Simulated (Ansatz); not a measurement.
# LaP (model cell, started as zinc blende): the cell at rest

Aim: bring LaP (model cell, started as zinc blende) to small forces and stress, as phonons need.

Main program and level: Ansatz 0.2.0; DFT PBEsol, scalar-relativistic, plane waves, norm-conserving pseudopotentials.

This is a report of a sequence of runs, with most program output left out.

The structure was built from a prototype and need not be the compound's stable phase.

## (1) Starting point

Symmetry: F-43m, No. 216, cubic system. Conventional cell: a = 6.469 Å, b = 6.469 Å, c = 6.469 Å, α = 90.00°, β = 90.00°, γ = 90.00°. Nearest to La lie 4 P at 2.80 Å. P has 4 La at 2.80 Å nearest. Farther neighbours are not listed.

As a file:

```cif
data_structure
_symmetry_space_group_name_H-M 'P 1'
_symmetry_Int_Tables_number 1
_cell_length_a 4.5743
_cell_length_b 4.5743
_cell_length_c 4.5743
_cell_angle_alpha 60.000
_cell_angle_beta 60.000
_cell_angle_gamma 60.000
_cell_volume 67.68
loop_
_atom_site_label
_atom_site_type_symbol
_atom_site_fract_x
_atom_site_fract_y
_atom_site_fract_z
_atom_site_occupancy
La1 La 0.00000 0.00000 0.00000 1
P2 P 0.25000 0.25000 0.25000 1
```

## (2) A coarse first look

First a cheap look: the gap decides the mesh and the occupations, the pressure tells how far the cell has to move.

input.yaml

```yaml
crystal:
  lattice:
    - [0.0, 3.23455, 3.23455]
    - [3.23455, 0.0, 3.23455]
    - [3.23455, 3.23455, 0.0]
  atoms:
    - { symbol: La, position: [0.0, 0.0, 0.0] }
    - { symbol: P, position: [0.25, 0.25, 0.25] }
kpoints:
  mp_grid: { grid: [6, 6, 6] }
hamiltonian:
  xc: pbesol
  pseudopotentials: { kind: nc }
scf:
  occupations: { method: gaussian, width: 0.1 }
output:
  forces: true
  stress: true
  eigenvalues: true
```

Run with:

```
> ansatz run input.yaml --threads 4 --pin off --max-ram 7168MiB --backend cpu --events-out ev --progress --plain --runs-dir out
```

Elapsed: 2.1 s, on 4 threads of Arm Neoverse V2, shared host; peak memory 0.51 GiB.

Numbers from this step:

* pressure: 1.779 GPa
* gap on the k-mesh: 1.402 eV
* volume per atom: 33.84 Å³
* direct gap on mesh: 1.408 eV

The coarse mesh shows a gap of 1.40 eV and a pressure of 1.8 GPa.

## (3) Relaxation

Harmonic phonons are second derivatives at a point where the forces vanish, and they are wanted at zero stress, so atoms and cell are relaxed first.

input.yaml, the sections that differ from step 2:

```yaml
scf:
  occupations: { method: gaussian, width: 0.02 }
output:
  forces: true
  stress: true
  eigenvalues: true
  write_density: true
  write_potential: true
  elf: true
  volumetric_format: npy
relax:
  adjacent_minimum: "off"
  f_tol: 0.005
  max_steps: 80
  cell: { stress_tol: 0.05 }
# crystal, kpoints, hamiltonian: as in step 2
```

It took 13 s on 4 threads; peak memory 0.59 GiB; 48 s of CPU time.

Step by step:

| step | energy less that of the first step (eV) | largest force component (eV/Å) | pressure (GPa) | volume (Å³) |
| --- | --- | --- | --- | --- |
| 1 | 0.0000 | 0.0000 | 1.78 | 67.68 |
| 2 | -0.0042 | 0.0000 | -1.32 | 72.04 |
| 3 | -0.0126 | 0.0000 | -0.06 | 70.12 |
| 4 | -0.0127 | 0.0000 | 0.00 | 70.03 |
| 5* | -0.0127 | 0.0000 | 0.00 | 70.03 |

Relaxation steps marked * repeat the geometry before them on a plane-wave basis chosen anew for their cell, so energy and pressure can jump there.

Forces are held to the 24 operations that the run works with; a distortion that breaks them can't arise in this run.

```csv
"conventional cell, symmetrised",before,after,change
a (Å),6.469,6.543,+1.1 %
b (Å),6.469,6.543,+1.1 %
c (Å),6.469,6.543,+1.1 %
volume (Å³/atom),33.84,35.02,+3.5 %
```

The relaxed structure:

```cif
data_structure
_symmetry_space_group_name_H-M 'P 1'
_symmetry_Int_Tables_number 1
_cell_length_a 4.6267
_cell_length_b 4.6267
_cell_length_c 4.6267
_cell_angle_alpha 60.000
_cell_angle_beta 60.000
_cell_angle_gamma 60.000
_cell_volume 70.03
loop_
_atom_site_label
_atom_site_type_symbol
_atom_site_fract_x
_atom_site_fract_y
_atom_site_fract_z
_atom_site_occupancy
La1 La 0.00000 0.00000 0.00000 1
P2 P 0.25000 0.25000 0.25000 1
```

This step gave:

```yaml
pressure: -0.001862 GPa
gap_on_the_k_mesh: 1.432 eV
volume_per_atom: 35.02 Å³
direct_gap_on_mesh: 1.432 eV
```

ELF in the ac plane of a cell with a along [110], b along [-110] and c along [001] of the cube at fractional y = 0.000, with atoms of La and P within 0.2 Å of it. It is the smooth field of the valence electrons, not physical close to the nuclei.

Values, 10 rows by 16 columns, each cell a mean:
```
0.44 0.69 0.35 0.69 0.75 0.41 0.58 0.56 0.44 0.69 0.35 0.69 0.75 0.41 0.58 0.56
0.56 0.36 0.67 0.70 0.62 0.76 0.38 0.50 0.56 0.36 0.67 0.70 0.62 0.76 0.38 0.50
0.08 0.45 0.81 0.35 0.17 0.77 0.61 0.13 0.08 0.45 0.81 0.35 0.17 0.77 0.61 0.13
0.10 0.50 0.79 0.78 0.75 0.81 0.62 0.18 0.10 0.50 0.79 0.78 0.75 0.81 0.62 0.18
0.05 0.22 0.54 0.71 0.73 0.61 0.31 0.08 0.05 0.22 0.54 0.71 0.73 0.61 0.31 0.08
0.05 0.06 0.12 0.23 0.25 0.15 0.07 0.05 0.05 0.06 0.12 0.23 0.25 0.15 0.07 0.05
0.05 0.05 0.04 0.03 0.03 0.04 0.05 0.05 0.05 0.05 0.04 0.03 0.03 0.04 0.05 0.05
0.11 0.06 0.03 0.02 0.02 0.02 0.05 0.10 0.11 0.06 0.03 0.02 0.02 0.02 0.05 0.10
0.74 0.57 0.12 0.04 0.04 0.06 0.44 0.72 0.74 0.57 0.12 0.04 0.04 0.06 0.44 0.72
0.28 0.81 0.29 0.24 0.32 0.17 0.75 0.45 0.28 0.81 0.29 0.24 0.32 0.17 0.75 0.45
```
Columns run along a (9.3 Å), rows up along c (6.5 Å), edges of the conventional cell, whose origin can differ from the input's. Atoms in or near the plane, at fractional coordinates: La at (0.50, 0.00), La at (0.00, 0.00), P at (0.75, 0.75), P at (0.25, 0.75).

Electrostatic potential energy in the ac plane of a cell with a along [110], b along [-110] and c along [001] of the cube at fractional y = 0.000, with atoms of La and P within 0.2 Å of it. With pseudopotentials it is smooth inside the atoms' cores, unlike the true potential.

Ten even steps from '0' (-94 eV) to '9' (11 eV), each cell a mean:
```
01589999997300158999999730
24799999998632479999999863
78898766899877889876689987
99998412699999999841269999
99997301689999999730168999
99998634799999999863479999
99999878999999999987899999
99999999999999999999999999
99999999999999999999999999
99999999999999999999999999
99999999999999999999999999
99999999999999999999999999
99999999999999999999999999
99999999999999999999999999
88999999999988899999999998
56899999998765689999999876
03689999998410368999999841
00589999997200058999999720
```
Columns run along a (9.3 Å; values clipped at the 3rd and 97th percentile), rows up along c (6.5 Å), edges of the conventional cell, whose origin can differ from the input's. Atoms in or near the plane, at fractional coordinates: La at (0.50, 0.00), La at (0.00, 0.00), P at (0.75, 0.75), P at (0.25, 0.75).

Valence density in the ac plane of a cell with a along [110], b along [-110] and c along [001] of the cube at fractional y = 0.000, with atoms of La and P within 0.2 Å of it. It is the smooth field of the valence electrons, not physical close to the nuclei.

Ten even steps from '_' (0.0 e/Å³) to '@' (1.6 e/Å³), each cell a mean:
```
--%%##::............++@@++--%%##::............++@@++
@@%%==::..::::::::..--##@@@@%%==::..::::::::..--##@@
++--::::::----==--::..::==++--::::::----==--::..::==
......::----..::==::............::----..::==::......
______..----__..--::..__________..----__..--::..____
______..----------::____________..----------::______
________..------::..______________..------::..______
__________........__________________........________
____________________________________________________
____________________________________________________
____________________________________________________
____________________________________________________
____________________________________________________
____________________________________________________
::..__________________..::::..__________________..::
%%**::______________..==##%%**::______________..==##
##@@**..____________--@@%%##@@**..____________--@@%%
..##%%::__________..++@@--..##%%::__________..++@@--
```
Columns run along a (9.3 Å), rows up along c (6.5 Å), edges of the conventional cell, whose origin can differ from the input's. Atoms in or near the plane, at fractional coordinates: La at (0.50, 0.00), La at (0.00, 0.00), P at (0.75, 0.75), P at (0.25, 0.75).

In this step the volume went from 33.84 to 35.02 Å³/atom.

## (4) Relaxing to small forces for the phonons

Phonons need a cell at rest on their own settings, so the relaxation is repeated with tight tolerances on forces and stress, using the mesh and the filling of the phonon run that follows.

input.yaml

```yaml
crystal:
  lattice:
    - [0.0, 3.2715932356, 3.2715932356]
    - [3.2715932356, 0.0, 3.2715932356]
    - [3.2715932356, 3.2715932356, 0.0]
  atoms:
    - { symbol: La, position: [0.0, 0.0, 0.0] }
    - { symbol: P, position: [0.25, 0.25, 0.25] }
kpoints:
  mp_grid: { grid: [8, 8, 8] }
hamiltonian:
  xc: pbesol
  pseudopotentials: { kind: nc }
scf:
  occupations: { method: fixed }
output:
  forces: true
  stress: true
  eigenvalues: true
relax:
  adjacent_minimum: "off"
  f_tol: 0.001
  max_steps: 60
  cell: { stress_tol: 0.01 }
```

The job ended after 13 s (4 threads; peak memory 0.63 GiB; 51 s of CPU time).

Little changed from the start: no atom moved by 0.005 Å and no cell edge by 0.1 %.

Numbers from this step:

* pressure: 0.004739 GPa
* gap on the k-mesh: 1.406 eV
* direct gap on mesh: 1.406 eV

The forces vanish by symmetry and the pressure is 0.005 GPa, within the tolerances set. The cell now holds 35.02 Å³/atom.

## (5) What came out

| Quantity | Value |
| --- | --- |
| space group after relaxation (within 0.01 Å) | F-43m |
| lattice constant a | 6.543 Å |
| lattice constant b | 6.543 Å |
| lattice constant c | 6.543 Å |
| volume per atom | 35.0 Å³ |
| gap on the k-mesh | 1.41 eV |

**Reading.** The forces vanish by symmetry and the pressure is 0.005 GPa, within the tolerances set. The cell now holds 35.02 Å³/atom. The relaxation keeps the symmetry of its start, so it says nothing on stability against lower symmetry. Spin-orbit coupling is left out, which can matter for the heavy elements here. The starting cell was built on a prototype and not taken from a measurement, so the phase need not exist.

[Logs are printed without paths, hosts, clocks, repeated set-up lines and the standing remarks that a program may print on its own settings, such as how far it seeks lower states.]

[Hosts, paths, dates, database ids (printed as entryN), source tags and the programs' standing remarks are cut or masked in the printed files.]
